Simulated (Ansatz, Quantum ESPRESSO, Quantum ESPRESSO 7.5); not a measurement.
# Li: work function by face

Aim: the work function of the low-index faces of Li, their order, and how far the functional matters.

Method: plane-wave DFT, PBE, GBRV ultrasoft pseudopotentials (geometry and cross-check by Ansatz 0.2.0 with PAW datasets; geometry under PBE), in Quantum ESPRESSO 7.5.

The experiments to compare with:

For Li (polycrystalline sample, no single face), “Anisotropic work function of elemental crystals” (2019, arxiv:1902.07811) quotes earlier work: work function, loosely compared (polycrystalline sample, no single face) 2.93 eV.

## Step 1: Starting point

The cell holds 7 atoms: 7 Li. Its edges and angles: a = 3.022 Å, b = 3.022 Å, c = 30.807 Å, α = 90.0°, β = 90.0°, γ = 70.5°. It derives from Li. Vacuum lies along c.

## Step 2: Geometry from Ansatz of (110)

The geometry comes first, from a plane-wave PAW code, so that the later runs on this slab share one structure.

Input file input.yaml:

```yaml
crystal:
  lattice:
    - [2.4678026663, -1.745, 0.0]
    - [2.4678026663, 1.745, 0.0]
    - [0.0, 0.0, 30.806815998]
  atoms:
    - { symbol: Li, position: [0.0, 0.0, 0.2596827923] }
    - { symbol: Li, position: [0.5, 0.5, 0.3397885282] }
    - { symbol: Li, position: [0.0, 0.0, 0.4198942641] }
    - { symbol: Li, position: [0.5, 0.5, 0.5] }
    - { symbol: Li, position: [0.0, 0.0, 0.5801057359] }
    - { symbol: Li, position: [0.5, 0.5, 0.6602114718] }
    - { symbol: Li, position: [0.0, 0.0, 0.7403172077] }
kpoints:
  mp_grid: { grid: [12, 12, 1] }
hamiltonian:
  xc: pbe
scf:
  occupations: { method: fermi_dirac, width: 0.1 }
  convergence: { dr2_threshold: 1.0e-08 }
efield:
  axis: 3
  dipole_correction: true
  ramp_position: 0.97
  ramp_width: 0.04
relax:
  f_tol: 0.01
  constraints: [{ sites: [2, 3, 4] }]
output:
  write_potential: true
  write_density: true
  volumetric_format: npy
```

Command:

```sh
$ ansatz run input.yaml --threads 2 --pin off --max-ram 4096MiB --backend cpu --events-out ev --progress --plain --runs-dir out
```

Numbers of over 12 decimals in the logs are rounded to 6 here.

Output:

```text
Engine: ansatz 0.2.0, aarch64-unknown-linux-gnu
Pseudopotentials: kind: paw
Pseudopotential: Li, paw, valence charge 3, recommended cutoff 420 eV (normal), Li.paw.azcp
Functional definition: PBE
  parameter kappa = 0.804
  parameter beta = 0.066725
  exchange = pbe_x(kappa = kappa, mu = beta*pi^2/3)
  correlation = pbe_c(beta = beta)
Crystal: 7 atoms, lattice volume = 265.328 Å³
Basis set: ecut = 420 eV, 5099 PW (Γ), exchange–correlation on 48×48×432 points (8 copies of the dense FFT grid, shifted against one another)
Bands: 18, of which v1, the nominal top of the filled ones, is band 11 counted from 1 (10 counted from 0)
Symmetry: 4 space group operations
k-points: 43 of 144
Non-local potential: Li, projectors of the file, l = 0: 3, l = 1: 2, l = 2: 1
PAW form: soft (Blöchl's): semilocal exchange-correlation on the pseudo side does not see the compensation charge
PAW one-centre angular grid: Li, 110 points (default); XC on 64 Gauss nodes
Initial density: superposition of atomic densities (neutral atoms: chi_scale 0, normalization atom), corrected by the library's trained network
Initial wavefunctions: pseudopotential atomic-orbital guess
Functional: x = pbe(κ = 0.804, μ = 0.219515), c = pbe(β = 0.066725)
SCF iter   1: F=—  HF=-1432.322730 eV  |F-HF|=—  |Δ(HF+E_count)|=         —  Δρ=5.09e-4  dr2=3.50e-2  ethr=1.77e-3  p=-0.001 e·Å  D=-3.81e-4 V/Å  ΔV_dip=0.01 eV  dr2_dipole=5.57e-4  V_vac-E_F(+/−)=3.24/3.22 eV  ⟨swp⟩=7.9  Hψ=4699  notcnv=0
efield: sawtooth ramp at fractional position 0.9700 (set: `efield.ramp_position`, or a place that a band, a saddle search or an elastic batch's reference lends), width 0.0400; the density the first Hamiltonian is built on has a dipole p = -0.001 e·Å; the dipole correction subtracts the counter field D = -3.81e-4 V/Å, which shifts the + side's vacuum level by +0.01 eV against the − side's; the planar-averaged density in the ramp window peaks in size at 3.8e-5 e/Å³
preconditioner: auto → LDOS  [metal: Δε(μ)=0.022 eV  Ē_g=3.694 eV  σ=0.100 eV  W_gap=0.05  n_scr=16 (ndim 8)  ℏωp=6.0 eV  f_vac=0.370  D(μ)=3.89/eV (n_scr^D=14)  β→1.0]
SCF iter   2: F=—  HF=-1432.321336 eV  |F-HF|=—  |Δ(HF+E_count)|=   1.39e-3  Δρ=1.16e-4  dr2=3.55e-4  ethr=1.67e-4  p=-0.000 e·Å  D=-1.23e-5 V/Å  ΔV_dip=0.00 eV  dr2_dipole=1.09e-7  V_vac-E_F(+/−)=3.24/3.24 eV  ⟨swp⟩=1.4  Hψ=1168  notcnv=0
SCF iter   3: F=—  HF=-1432.321342 eV  |F-HF|=—  |Δ(HF+E_count)|=   6.21e-6  Δρ=3.11e-5  dr2=9.71e-6  ethr=1.69e-6  p=-0.000 e·Å  D=-8.60e-6 V/Å  ΔV_dip=0.00 eV  dr2_dipole=8.94e-8  V_vac-E_F(+/−)=3.25/3.25 eV  ⟨swp⟩=1.1  Hψ=782  notcnv=0
SCF iter   4: F=—  HF=-1432.321366 eV  |F-HF|=—  |Δ(HF+E_count)|=   2.39e-5  Δρ=7.34e-6  dr2=7.60e-7  ethr=4.62e-8  p=0.000 e·Å  D=4.24e-7 V/Å  ΔV_dip=-0.00 eV  dr2_dipole=1.45e-11  V_vac-E_F(+/−)=3.25/3.25 eV  ⟨swp⟩=1.9  Hψ=929  notcnv=0
SCF iter   5: F=—  HF=-1432.321366 eV  |F-HF|=—  |Δ(HF+E_count)|=   2.02e-7  Δρ=1.86e-6  dr2=6.06e-8  ethr=3.62e-9  p=0.000 e·Å  D=2.37e-6 V/Å  ΔV_dip=-0.00 eV  dr2_dipole=6.89e-11  V_vac-E_F(+/−)=3.25/3.25 eV  ⟨swp⟩=1.8  Hψ=878  notcnv=0
SCF iter   6: F=-1432.321366 eV  HF=-1432.321366 eV  |F-HF|=6.22e-10  |Δ(HF+E_count)|=   1.77e-8  Δρ=4.69e-7  dr2=2.16e-9  ethr=4.76e-11  p=0.000 e·Å  D=2.94e-6 V/Å  ΔV_dip=-0.00 eV  dr2_dipole=1.74e-11  V_vac-E_F(+/−)=3.25/3.25 eV  ⟨swp⟩=6.9  Hψ=3379  notcnv=0
SCF 1 converged in 6 iterations: F = -1432.321366 eV  dr2 = 2.16e-9
  greatest PAW one-centre occupation: 1.000 electrons in one spin orbital (limit 2), on the Li atom at site 6 (counted from 0), in its partial waves of l = 0
relax step   1: F+E_penalty+E_count = -1432.32136599 eV  Δ(F+E_penalty+E_count) = +0.000e0 eV  max|allowed force component| = 1.021e-1 eV/Å  Δτ_max = 0.0000 Å  (6 SCF iters, accepted)
Initial density: handed on by an earlier stage of this run
Initial wavefunctions: those handed on with the density
iter 1 solved again at ethr=1.32e-3 eV; its pass at ethr=3.10e-3 eV (dr2=2.78e-1 eV) is discarded
SCF iter   1: F=—  HF=-1432.366225 eV  |F-HF|=—  |Δ(HF+E_count)|=         —  Δρ=2.39e-3  dr2=2.37e-1  ethr=1.32e-3  p=0.000 e·Å  D=4.38e-6 V/Å  ΔV_dip=-0.00 eV  dr2_dipole=5.16e-9  V_vac-E_F(+/−)=3.30/3.30 eV  ⟨swp⟩=1.0  Hψ=3827  notcnv=0  defer=3
efield: sawtooth ramp at fractional position 0.9700 (set: `efield.ramp_position`, or a place that a band, a saddle search or an elastic batch's reference lends), width 0.0400; the density the first Hamiltonian is built on has a dipole p = 0.000 e·Å; the dipole correction subtracts the counter field D = 4.38e-6 V/Å, which shifts the + side's vacuum level by -0.00 eV against the − side's; the planar-averaged density in the ramp window peaks in size at 2.7e-6 e/Å³
preconditioner: auto → LDOS  [metal: Δε(μ)=0.027 eV  Ē_g=3.760 eV  σ=0.100 eV  W_gap=0.07  n_scr=16 (ndim 8)  ℏωp=6.0 eV  f_vac=0.386  D(μ)=3.58/eV (n_scr^D=14)  β→1.0]
SCF iter   2: F=—  HF=-1432.339484 eV  |F-HF|=—  |Δ(HF+E_count)|=   2.67e-2  Δρ=9.21e-4  dr2=9.44e-3  ethr=1.13e-3  p=0.000 e·Å  D=2.66e-6 V/Å  ΔV_dip=-0.00 eV  dr2_dipole=3.72e-9  V_vac-E_F(+/−)=3.10/3.10 eV  ⟨swp⟩=2.0  Hψ=1039  notcnv=0  defer=4
SCF iter   3: F=—  HF=-1432.341427 eV  |F-HF|=—  |Δ(HF+E_count)|=   1.94e-3  Δρ=1.87e-4  dr2=4.10e-4  ethr=4.50e-5  p=0.000 e·Å  D=2.31e-6 V/Å  ΔV_dip=-0.00 eV  dr2_dipole=1.07e-10  V_vac-E_F(+/−)=3.17/3.17 eV  ⟨swp⟩=1.9  Hψ=966  notcnv=0  defer=4
SCF iter   4: F=—  HF=-1432.341473 eV  |F-HF|=—  |Δ(HF+E_count)|=   4.64e-5  Δρ=4.00e-5  dr2=1.31e-5  ethr=1.95e-6  p=0.000 e·Å  D=1.60e-6 V/Å  ΔV_dip=-0.00 eV  dr2_dipole=1.54e-9  V_vac-E_F(+/−)=3.19/3.19 eV  ⟨swp⟩=1.2  Hψ=792  notcnv=0  defer=4
SCF iter   5: F=—  HF=-1432.341495 eV  |F-HF|=—  |Δ(HF+E_count)|=   2.18e-5  Δρ=8.55e-6  dr2=1.07e-6  ethr=6.25e-8  p=0.000 e·Å  D=2.14e-6 V/Å  ΔV_dip=-0.00 eV  dr2_dipole=3.24e-12  V_vac-E_F(+/−)=3.19/3.19 eV  ⟨swp⟩=1.8  Hψ=902  notcnv=0  defer=4
SCF iter   6: F=—  HF=-1432.341498 eV  |F-HF|=—  |Δ(HF+E_count)|=   3.03e-6  Δρ=2.19e-6  dr2=4.90e-8  ethr=5.08e-9  p=0.000 e·Å  D=2.19e-6 V/Å  ΔV_dip=-0.00 eV  dr2_dipole=8.95e-13  V_vac-E_F(+/−)=3.20/3.20 eV  ⟨swp⟩=1.9  Hψ=905  notcnv=0  defer=5
SCF iter   7: F=-1432.341498 eV  HF=-1432.341498 eV  |F-HF|=1.14e-12  |Δ(HF+E_count)|=   2.78e-8  Δρ=5.72e-7  dr2=3.26e-9  ethr=4.76e-11  p=0.000 e·Å  D=2.22e-6 V/Å  ΔV_dip=-0.00 eV  dr2_dipole=6.63e-15  V_vac-E_F(+/−)=3.20/3.20 eV  ⟨swp⟩=6.7  Hψ=3345  notcnv=0
SCF 2 converged in 7 iterations: F = -1432.341498 eV  dr2 = 3.26e-9
  greatest PAW one-centre occupation: 1.000 electrons in one spin orbital (limit 2), on the Li atom at site 0 (counted from 0), in its partial waves of l = 0
relax step   2: F+E_penalty+E_count = -1432.34149826 eV  Δ(F+E_penalty+E_count) = -2.013e-2 eV  max|allowed force component| = 1.874e-2 eV/Å  Δτ_max = 0.1847 Å  (7 SCF iters, accepted)
SCF iter   1: F=—  HF=-1432.346565 eV  |F-HF|=—  |Δ(HF+E_count)|=         —  Δρ=1.04e-3  dr2=8.94e-2  ethr=1.85e-3  p=0.000 e·Å  D=2.35e-6 V/Å  ΔV_dip=-0.00 eV  dr2_dipole=3.40e-12  V_vac-E_F(+/−)=3.22/3.22 eV  ⟨swp⟩=2.7  Hψ=2160  notcnv=0  defer=3
efield: sawtooth ramp at fractional position 0.9700 (set: `efield.ramp_position`, or a place that a band, a saddle search or an elastic batch's reference lends), width 0.0400; the density the first Hamiltonian is built on has a dipole p = 0.000 e·Å; the dipole correction subtracts the counter field D = 2.35e-6 V/Å, which shifts the + side's vacuum level by -0.00 eV against the − side's; the planar-averaged density in the ramp window peaks in size at 2.6e-6 e/Å³
preconditioner: auto → LDOS  [metal: Δε(μ)=0.028 eV  Ē_g=3.739 eV  σ=0.100 eV  W_gap=0.07  n_scr=16 (ndim 8)  ℏωp=6.0 eV  f_vac=0.388  D(μ)=3.64/eV (n_scr^D=14)  β→1.0]
SCF iter   2: F=—  HF=-1432.342539 eV  |F-HF|=—  |Δ(HF+E_count)|=   4.03e-3  Δρ=3.68e-4  dr2=7.75e-3  ethr=4.26e-4  p=-0.000 e·Å  D=-1.19e-6 V/Å  ΔV_dip=0.00 eV  dr2_dipole=1.18e-7  V_vac-E_F(+/−)=3.14/3.14 eV  ⟨swp⟩=1.4  Hψ=1163  notcnv=0  defer=5
SCF iter   3: F=—  HF=-1432.342564 eV  |F-HF|=—  |Δ(HF+E_count)|=   2.53e-5  Δρ=9.40e-5  dr2=1.79e-4  ethr=3.69e-5  p=0.000 e·Å  D=1.37e-6 V/Å  ΔV_dip=-0.00 eV  dr2_dipole=2.38e-9  V_vac-E_F(+/−)=3.17/3.17 eV  ⟨swp⟩=1.4  Hψ=811  notcnv=0  defer=5
SCF iter   4: F=—  HF=-1432.342568 eV  |F-HF|=—  |Δ(HF+E_count)|=   3.76e-6  Δρ=2.24e-5  dr2=2.01e-5  ethr=8.51e-7  p=0.000 e·Å  D=1.67e-6 V/Å  ΔV_dip=-0.00 eV  dr2_dipole=2.97e-11  V_vac-E_F(+/−)=3.19/3.19 eV  ⟨swp⟩=1.1  Hψ=778  notcnv=0  defer=5
SCF iter   5: F=—  HF=-1432.342561 eV  |F-HF|=—  |Δ(HF+E_count)|=   7.15e-6  Δρ=7.82e-6  dr2=1.14e-6  ethr=9.60e-8  p=0.000 e·Å  D=1.93e-6 V/Å  ΔV_dip=-0.00 eV  dr2_dipole=3.71e-11  V_vac-E_F(+/−)=3.19/3.19 eV  ⟨swp⟩=1.3  Hψ=790  notcnv=0  defer=5
SCF iter   6: F=—  HF=-1432.342562 eV  |F-HF|=—  |Δ(HF+E_count)|=   1.27e-6  Δρ=1.53e-6  dr2=3.74e-8  ethr=5.41e-9  p=0.000 e·Å  D=1.89e-6 V/Å  ΔV_dip=-0.00 eV  dr2_dipole=5.79e-12  V_vac-E_F(+/−)=3.19/3.19 eV  ⟨swp⟩=1.7  Hψ=875  notcnv=0  defer=5
SCF iter   7: F=-1432.342562 eV  HF=-1432.342562 eV  |F-HF|=6.09e-10  |Δ(HF+E_count)|=   1.36e-8  Δρ=3.62e-7  dr2=1.81e-9  ethr=4.76e-11  p=0.000 e·Å  D=1.95e-6 V/Å  ΔV_dip=-0.00 eV  dr2_dipole=2.56e-13  V_vac-E_F(+/−)=3.19/3.19 eV  ⟨swp⟩=6.7  Hψ=3331  notcnv=0
SCF 3 converged in 7 iterations: F = -1432.342562 eV  dr2 = 1.81e-9
relax step   3: F+E_penalty+E_count = -1432.34256186 eV  Δ(F+E_penalty+E_count) = -1.064e-3 eV  max|allowed force component| = 4.052e-3 eV/Å  Δτ_max = 0.0669 Å  (7 SCF iters, accepted)
NSCF: frozen V_eff on 43 k-points
the band table was solved once a step of the walk had ended and its energy, with any forces and stress, was formed, with the checks that follow a solve (5129 applications of the Hamiltonian). They found nothing against the state; the energy, forces and stress were not computed again (output.eigenvalues in the input reference)
WARN: The output density's exchange-correlation potential varies sharply where the density is thin. Do not read a vacuum level from v_tot or v_xc, or from such a field of the output density. On a cell that repeats whose density bears no net charge and no dipole along the vacuum's axis use v_es (v_loc + v_h of the components); under efield.dipole_correction with no amplitude use v_es + v_field, which holds any externa [...]
SCF converged after 7 iterations
Free energy (F): -1432.342562 eV
Harris-Foulkes:  -1432.342562 eV  (|F-HF|=6.09e-10)
Internal energy: -1432.221109 eV  (E = F + TS)
E sigma→0 (E₀):  -1432.281835 eV
Entropy (-TS):   -0.121453 eV (-17.350 meV/atom)
Fermi energy:    -0.842774 eV
Dipole field:    D = 0.000001 V/Å  (p = 0.000002 e·Å, saw-weighted, corrected)
Work function:   Φ+ = 3.1918 eV   Φ− = 3.1919 eV
Levels:          The Fermi level and band energies are counted from a zero that moves with the ramp; work functions are not
--- Per-component energies (eV) ---
  E_band       = -679.999047
  E_kinetic    = 147.489446
  E_local      = -5919.935593  (includes V_loc(G=0)·N_el)
  E_nonlocal   = -232.793153
  E_hartree    = 2751.651836
  E_xc         = -69.676557
  E_vxc        = -89.662547  (∫ρ·V_xc dr)
  E_paw        = -147.036696  (= ΣΔE_a)
  E_vpaw       = -88.404159  (= ΣTr[D̂ρ^β])
  E_aug_tail   = 0.000090  (compensation charges beyond the density's cutoff)
  E_efield     = 0.000000  (sawtooth field / dipole correction)
  E_vefield    = -0.000009  (∫n·V_field dr)
  E_ewald      = 2038.079517
  E_smearing   = -0.121453  (= −TS)
  E_closure    = -0.000000  (closes the sum)
  Σ components = -1432.342562   (vs F -1432.342562, Δ=0.00e0)
--- Forces (eV/Å), atoms counted from 1 ---
  atom   1  Li     0.00000000     0.00000000    -0.00073095
  atom   2  Li     0.00000000     0.00000000    -0.00405228
  atom   3  Li     0.00000000     0.00000000     0.03781722
  atom   4  Li     0.00000000     0.00000000     0.00000002
  atom   5  Li     0.00000000     0.00000000    -0.03781631
  atom   6  Li     0.00000000     0.00000000     0.00405041
  atom   7  Li     0.00000000     0.00000000     0.00073198
  max |Σ_I F_I| component: 9.05e-8 eV/Å
--- Band table (eV; the first three rows and the last of 43) ---
  k-point 0: bands = [... 7 lower, -4.2991, -4.1046, -3.6999, -3.1154, -2.3822, -1.5787, -0.7766, -0.4243, ... 3 higher]
  k-point 1: bands = [... 7 lower, -4.2027, -4.0088, -3.6035, -3.0181, -2.2827, -1.4729, -0.6606, -0.2977, ... 3 higher]
  k-point 2: bands = [... 7 lower, -3.9134, -3.7215, -3.3151, -2.7282, -1.9881, -1.1613, -0.3181, 0.0817, ... 3 higher]
  k-point 42: bands = [... 7 lower, -0.5654, -0.3593, 0.1616, 0.8887, 1.8197, 2.2791, 2.3832, 2.6171, ... 3 higher]
--- Relaxed structure (3 steps of the walk, 3 accepted, 0 SCFs on fresh bases) ---
  F+E_penalty+E_count = -1432.34256186 eV   max|allowed force component| = 4.052e-3 eV/Å
  atoms:
    - { symbol: Li, position: [0.0, 0.0, 0.267849] }
    - { symbol: Li, position: [0.5, 0.5, 0.342546] }
    - { symbol: Li, position: [0.0, 0.0, 0.419894] }
    - { symbol: Li, position: [0.5, 0.5, 0.500000] }
    - { symbol: Li, position: [0.0, 0.0, 0.5801057359] }
    - { symbol: Li, position: [0.5, 0.5, 0.657454] }
    - { symbol: Li, position: [0.0, 0.0, 0.732151] }
```

Run time: 17 s. Hardware: 2 threads of Arm Neoverse V2, shared host; peak memory 0.5 GiB.

The steps of the relaxation:

```tsv
step	energy less that of the first step (eV)	largest force component (eV/Å)
1	0.0000	0.1021
2	-0.0201	0.0187
3	-0.0212	0.0041
```

Forces are held to the 4 operations that the run works with; a distortion that breaks them can't arise in this run.

The atoms that moved most (Å):

```tsv
atom	dx	dy	dz	length
Li1	0.000	0.000	0.252	0.252
Li7	0.000	0.000	-0.252	0.252
Li2	0.000	0.000	0.085	0.085
Li6	0.000	0.000	-0.085	0.085
```

The relaxation lowers the energy by 3 meV an atom. Held were the atoms numbered 3, 4 and 5; the forces quoted are those on the free ones.

This step gave:

| Property | Result |
| --- | --- |
| free energy | -1432.3426 eV |
| energy at zero smearing | -1432.2818 eV |
| smearing term TS | 0.1215 eV |
| Fermi energy | -0.8428 eV |
| symmetry operations | 4 |
| work function of the upper face | 3.192 eV |
| work function of the lower face | 3.192 eV |
| dipole along the normal | 2.00e-6 e·Å |

[end of part 1 of 6]

[Logs are printed without paths, hosts, clocks, repeated set-up lines and the standing remarks that a program may print on its own settings, such as how far it seeks lower states.]

[Hosts, paths, dates, database ids (printed as entryN), source tags and the programs' standing remarks are cut or masked in the printed files.]

[Maps of the electrostatic potential energy from Ansatz leave out the sawtooth potential of an applied field or a dipole correction, so their vacuum need not be flat; planar profiles and work functions include it.]
